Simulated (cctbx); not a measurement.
# A disordered crystal of nominal Ag2S3

Cell a = 5.8400 Å, b = 5.8400 Å, c = 5.8400 Å, α = 90.00°, β = 90.00°, γ = 90.00°; space group Pn-3m (no. 224, origin choice 1); nominal formula Ag2S3.

Simulated single-crystal data (cctbx): synchrotron X-rays, λ = 0.6889 Å, to d = 0.65 Å, 95 % of the full sphere, strongest reflection 70000 counts, noise from counting, a 6 % proportional error and a noise floor of 4 counts (s.d.); no absorption.

With every site full:

```text
Rint 0.047, 88 unique reflections to 0.65 A
cycle     R1     wR2    GooF  max shift (A)
   1  0.1478  0.4409  24.689   0.00000
   2  0.0102  0.0244   1.367   0.00000
final R1 0.0102 wR2 0.0244 GooF 1.367  parameters 4  data/parameter 22.0
atom        x        y        z      Ueq    occ   su(xyz)  su(Uiso or U11)
Ag1    0.75000  0.25000  0.75000   0.0100  1.000  0.00000  0.0001
S1     0.00000  0.00000  0.50000   0.0185  1.000  0.00000  0.0002
difference map: max 0.39 min -0.86 rms 0.11
Q1    0.0000  0.0000  0.5000    6    0.40  0.00 A from S1
Q2    0.1357  0.1357  0.2577   24    0.23  0.95 A from Ag1
Q3    0.2500  0.2500  0.7500    4    0.18  2.53 A from S1
Q4    0.1326  0.2500  0.3674   24    0.16  0.97 A from Ag1
Q5    0.0678  0.0678  0.8305   24    0.15  2.01 A from S1
Q6    0.1035  0.1035  0.6619   24    0.14  1.27 A from S1
```

With the occupancies of the suspect sites free, each still typed as its main element:

```text
Rint 0.047, 88 unique reflections to 0.65 A
cycle     R1     wR2    GooF  max shift (A)
   1  0.1439  0.4386  24.710   0.00000
  17  0.0064  0.0167   0.940   0.00000
final R1 0.0063 wR2 0.0167 GooF 0.938  parameters 5  data/parameter 17.6
atom        x        y        z      Ueq    occ   su(xyz)  su(Uiso or U11)
Ag1    0.75000  0.25000  0.75000   0.0097  0.970  0.00000  0.0001
S1     0.00000  0.00000  0.50000   0.0192  1.000  0.00000  0.0001
su of occupancy Ag1: 0.003
difference map: max 0.19 min -0.20 rms 0.07
Q1    0.1338  0.1338  0.2586   24    0.20  0.96 A from Ag1
Q2    0.2500  0.2500  0.7500    4    0.19  2.53 A from S1
Q3    0.0000  0.0000  0.5000    6    0.15  0.00 A from S1
Q4    0.1307  0.2500  0.3693   24    0.14  0.99 A from Ag1
Q5    0.0000  0.0000  0.0000    2    0.12  2.53 A from Ag1
Q6    0.0043  0.1029  0.1029   24    0.12  1.88 A from Ag1
```

**Question.** What is the disorder?

X-rays count electrons. Ag1 refines to 0.970(0.003), or 45.6 electrons; the site truly holds 0.97 Ag, 45.6 electrons, which is 0.970 of Ag. A value under 1 can't tell vacancies from a lighter guest, and one over 1 needs a heavier guest; chemistry or a second radiation must settle which. Occupancy correlates with U and the scale, so the match is approximate.

Freeing them takes R1 from 0.0102 to 0.0063 and GooF from 1.37 to 0.94.

This is a model crystal, built by substitution and not relaxed, with assumed displacement parameters.

[Middle refinement cycles are left out of these outputs.]

[Logs are printed without paths, hosts, clocks, repeated set-up lines and the standing remarks that a program may print on its own settings, such as how far it seeks lower states.]
